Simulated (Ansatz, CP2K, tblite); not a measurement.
# CP2K runs on random packing of 74GeS2-26As2S3 (mol %) (81 atoms), part 3 of 3

Wanted: CP2K inputs and outputs for random packing of 74GeS2-26As2S3 (mol %) (81 atoms), checked against a plane-wave reference.

Program: CP2K 2026.2; the method stands at each step. Banners, paths, timers and routine set-up lines are dropped from the logs unmarked, and long logs keep their key lines alone; longer cuts are marked.

So far. Step 6 (PBE, DZVP-MOLOPT-SR, 244/50 Ry, diagonalisation): Against the first run (8.1 %), the force difference from the reference is 8.1 %, at 0.84 times the CPU time: the change moves forces by 0.16 meV/Å r.m.s., so most of the difference comes from elsewhere.

## 7. GFN1-xTB, diagonalisation

Method: GFN1-xTB tight binding (the program's own implementation), diagonalisation.

Contents of input.inp:

```
&GLOBAL
  PROJECT cell
  RUN_TYPE ENERGY_FORCE
  PRINT_LEVEL LOW
&END GLOBAL
&FORCE_EVAL
  METHOD QS
  STRESS_TENSOR ANALYTICAL
  &DFT
    &QS
      METHOD XTB
      &XTB
        GFN_TYPE 1
        DO_EWALD T
        CHECK_ATOMIC_CHARGES F
      &END XTB
    &END QS
    &SCF
      SCF_GUESS ATOMIC
      EPS_SCF 1.0E-06
      MAX_SCF 200
      ADDED_MOS 14
      &DIAGONALIZATION
        ALGORITHM STANDARD
      &END DIAGONALIZATION
      &SMEAR ON
        METHOD FERMI_DIRAC
        ELECTRONIC_TEMPERATURE [K] 580
      &END SMEAR
      &MIXING
        METHOD BROYDEN_MIXING
        ALPHA 0.3
        NBROYDEN 8
      &END MIXING
      &PRINT
        &RESTART OFF
        &END RESTART
      &END PRINT
    &END SCF
    &PRINT
      &MULLIKEN ON
      &END MULLIKEN
    &END PRINT
  &END DFT
  &SUBSYS
    &CELL
      A 12.40660 0.00000 0.00000
      B 0.00000 12.40660 0.00000
      C 0.00000 0.00000 12.40660
    &END CELL
    &COORD
      Ge 10.59089 3.14582 0.67777
      Ge 7.96777 4.45397 10.47986
      Ge 1.51782 0.27878 3.85858
      Ge 11.74347 6.21360 11.29100
      Ge 11.92547 2.87213 9.39266
      Ge 4.35161 3.40648 0.25694
      Ge 2.30552 0.59316 7.65946
      Ge 7.58763 6.09995 2.50526
      Ge 8.26155 1.75380 6.83480
      Ge 9.10917 7.05936 10.24401
      Ge 9.80444 12.14085 3.42708
      Ge 11.85587 6.52798 5.02418
      Ge 2.34621 11.09497 12.05971
      Ge 8.34170 9.19279 8.47396
      Ge 9.74017 9.37145 2.75662
      Ge 4.15249 0.68174 9.95617
      Ge 3.90560 9.32455 7.78117
      S 4.60483 1.85479 2.38877
      S 5.89748 11.65191 6.55143
      S 11.88974 8.70856 3.06431
[... 57 atom lines left out ...]
      As 1.30753 7.74395 2.43430
      As 5.21474 1.35418 7.28888
      As 1.78816 1.44227 1.05506
      As 1.47080 4.94018 6.43419
    &END COORD
  &END SUBSYS
  &PRINT
    &FORCES ON
    &END FORCES
    &STRESS_TENSOR ON
    &END STRESS_TENSOR
  &END PRINT
&END FORCE_EVAL
```

On the command line:

```sh
$ OMP_NUM_THREADS=1 cp2k.psmp -i input.inp > output.txt
```

Numbers of over 12 decimals in the logs are rounded to 6 here.

Output:

```text
CP2K| version string:                                       CP2K version 2026.2
 CP2K| Input file name                                                 input.inp
 GLOBAL| Basis set file name                                           BASIS_SET
 GLOBAL| Potential file name                                           POTENTIAL
 GLOBAL| Run type                                                   ENERGY_FORCE
 GLOBAL| Total number of message passing processes                             1
 GLOBAL| Number of threads for this process                                    1
                  #####   #####        #          ####### ######
                 #     # #     #      #              #    #     #
                 #     # #           #    ##   ##    #    #     #
[... lines left out ...]
                        Smear method:                                FERMI_DIRAC
[... lines left out ...]
 Number of electrons:                                                        440
[... lines left out ...]
  Step     Update method      Time    Convergence         Total energy    Change
[... lines left out ...]
 *** the last MO => Add more MOs for proper smearing.                   ***
[...]
*** the last MO => Add more MOs for proper smearing.                   ***
[...]
*** the last MO => Add more MOs for proper smearing.                   ***
[...]
*** the last MO => Add more MOs for proper smearing.                   ***
[... lines left out ...]
   199 Broy./Diag. 0.30E+00    0.2     8.27320090       -45.9608552014 -3.35E+02
   200 Broy./Diag. 0.30E+00    0.2    10.64558720       666.9218781107  7.13E+02
  Leaving inner SCF loop after reaching   200 steps.
  Core Hamiltonian energy:                                      1.170828
  Repulsive potential energy:                                   0.271559
  Electronic energy:                                          992.940113
  DFTB3 3rd order energy:                                    -326.900290
  Dispersion energy:                                           -0.558404
  Correction for halogen bonding:                               0.000000
  Electronic entropic energy:                                  -0.000000
  Fermi energy:                                                -7.619543
  Total energy:                                               666.921878
  Total energy (extrapolated to T->0):                        666.921878
 *   ___                                                                       *
 *  /   \                                                                      *
 * [ABORT]                                                                     *
 *  \___/     SCF run NOT converged. To continue the calculation regardless,   *
 *    |             please set the keyword IGNORE_CONVERGENCE_FAILURE.         *
 *  O/|                                                                        *
 * /| |                                                                        *
```

Run time: 41 s. Hardware: 1 thread of Arm Neoverse V2, shared host; peak memory 0.25 GiB.

The run stopped without converging, so its numbers are no property of the system.

## 8. The ladder

Differences are against the plane-wave reference, forces as r.m.s. over components; share is that over the reference's r.m.s. force, slope the least-squares factor from reference forces to these. Total energies of different programs have different zeros and aren't compared.

```
                                                          run  Δ force, r.m.s. (meV/Å)  share (%)  slope  Δ pressure (GPa)  cores  CPU time  memory (GiB)
                                                    reference                        -          -      -                 -      4   1.8 min           2.7
         CP2K PBE, DZVP-MOLOPT-SR, 350/50 Ry, diagonalisation                     73.8       8.14  1.026             0.462      2   3.6 min           2.2
 CP2K PBE, SZV-MOLOPT-SR, 350/50 Ry, diagonalisation (coarse)                      765       84.4  1.405              4.22      1   3.9 min           2.0
         CP2K PBE, DZVP-MOLOPT-SR, 350/70 Ry, diagonalisation                     73.8       8.14  1.026             0.462      2   4.3 min           2.2
CP2K PBE, DZVP-MOLOPT-SR, 122/50 Ry, diagonalisation (coarse)                     73.8       8.14  1.026             0.462      1   2.4 min          0.74
CP2K PBE, DZVP-MOLOPT-SR, 244/50 Ry, diagonalisation (coarse)                     73.8       8.14  1.026             0.462      2   3.1 min           1.4
```

Rows marked coarse were listed beforehand as settings not expected to be converged; some can still land near the reference.

CPU time is summed over cores on a shared host, where runs went side by side, so it is rough. Symmetry, cutoffs, thresholds, outputs and thread counts weren't matched or tuned between programs; memory under MPI is the largest rank's times the ranks.

Mean charges by element (e), by run and scheme:

```
                                                 run     scheme     Ge      S     As
                                           reference     Löwdin  +0.38  -0.14  +0.43
CP2K PBE, DZVP-MOLOPT-SR, 350/50 Ry, diagonalisation   Mulliken  +0.21  -0.05  -0.09
CP2K PBE, DZVP-MOLOPT-SR, 350/50 Ry, diagonalisation  Hirshfeld  +0.18  -0.10  +0.17
CP2K PBE, DZVP-MOLOPT-SR, 350/70 Ry, diagonalisation   Mulliken  +0.21  -0.05  -0.09
CP2K PBE, DZVP-MOLOPT-SR, 350/70 Ry, diagonalisation  Hirshfeld  +0.18  -0.10  +0.17
CP2K PBE, DZVP-MOLOPT-SR, 244/50 Ry, diagonalisation   Mulliken  +0.21  -0.05  -0.09
CP2K PBE, DZVP-MOLOPT-SR, 244/50 Ry, diagonalisation  Hirshfeld  +0.18  -0.10  +0.17
```

The reference's Löwdin charges lack the electrons that the projection spills, 0.053 e an atom on average.

Within one program, basis, potentials and functional, energies share a zero. Each run against its twin at the usual cutoff or grid and solver:

```
                                                 run                                        twin  Δ energy (meV/atom)  Δ force, r.m.s. (meV/Å)         CPU time over the twin's
CP2K PBE, DZVP-MOLOPT-SR, 350/70 Ry, diagonalisation  DZVP-MOLOPT-SR, 350/50 Ry, diagonalisation                    0                    0.002                              1.2
CP2K PBE, DZVP-MOLOPT-SR, 122/50 Ry, diagonalisation  DZVP-MOLOPT-SR, 350/50 Ry, diagonalisation               0.0092                     1.62  0.65 (this twin ran on 2 cores)
CP2K PBE, DZVP-MOLOPT-SR, 244/50 Ry, diagonalisation  DZVP-MOLOPT-SR, 350/50 Ry, diagonalisation              -4.0e-4                    0.161                             0.84
```

## 9. Results

```yaml
nearest_in_forces: a tie at 8.1 % of 4 runs: CP2K PBE, DZVP-MOLOPT-SR, 350/50 Ry, diagonalisation; CP2K PBE, DZVP-MOLOPT-SR, 350/70 Ry, diagonalisation; CP2K PBE, DZVP-MOLOPT-SR, 122/50 Ry, diagonalisation (coarse); others
```

In words: The PBE runs in local orbitals, coarse settings apart, differ by 8.1 % in each run; basis, grid and potentials can all enter. Runs with settings chosen to be coarse differ by 8.1 % (CP2K PBE, DZVP-MOLOPT-SR, 122/50 Ry, diagonalisation) to 84 % (CP2K PBE, SZV-MOLOPT-SR, 350/50 Ry, diagonalisation), their programs' other errors included. None of the electronic-structure runs in the table takes under half the reference's CPU time of 1.8 min; they take 1.3 to 2.3 times as much. In pressure, CP2K PBE, SZV-MOLOPT-SR, 350/50 Ry, diagonalisation misses by +4.2 GPa, at the same functional. Charges hang on scheme and program or settings: among these rows the mean for As runs from -0.09 to +0.43 e, even in sign. The potentials hold different valence shells: 730 electrons in the reference, 440 in CP2K with SZV-MOLOPT-SR; this bears on time and differences. The electronic-structure runs sample only Γ, in a cell whose shortest periodic width is 12 Å, which is coarse for a cell with partly filled levels.

[Also dropped from logs without a mark: logging warnings of Python, and SIESTA's first energy breakdown and zero terms.]

[Logs are printed without paths, hosts, clocks, repeated set-up lines and the standing remarks that a program may print on its own settings, such as how far it seeks lower states.]

[Hosts, paths, dates, database ids (printed as entryN), source tags and the programs' standing remarks are cut or masked in the printed files.]
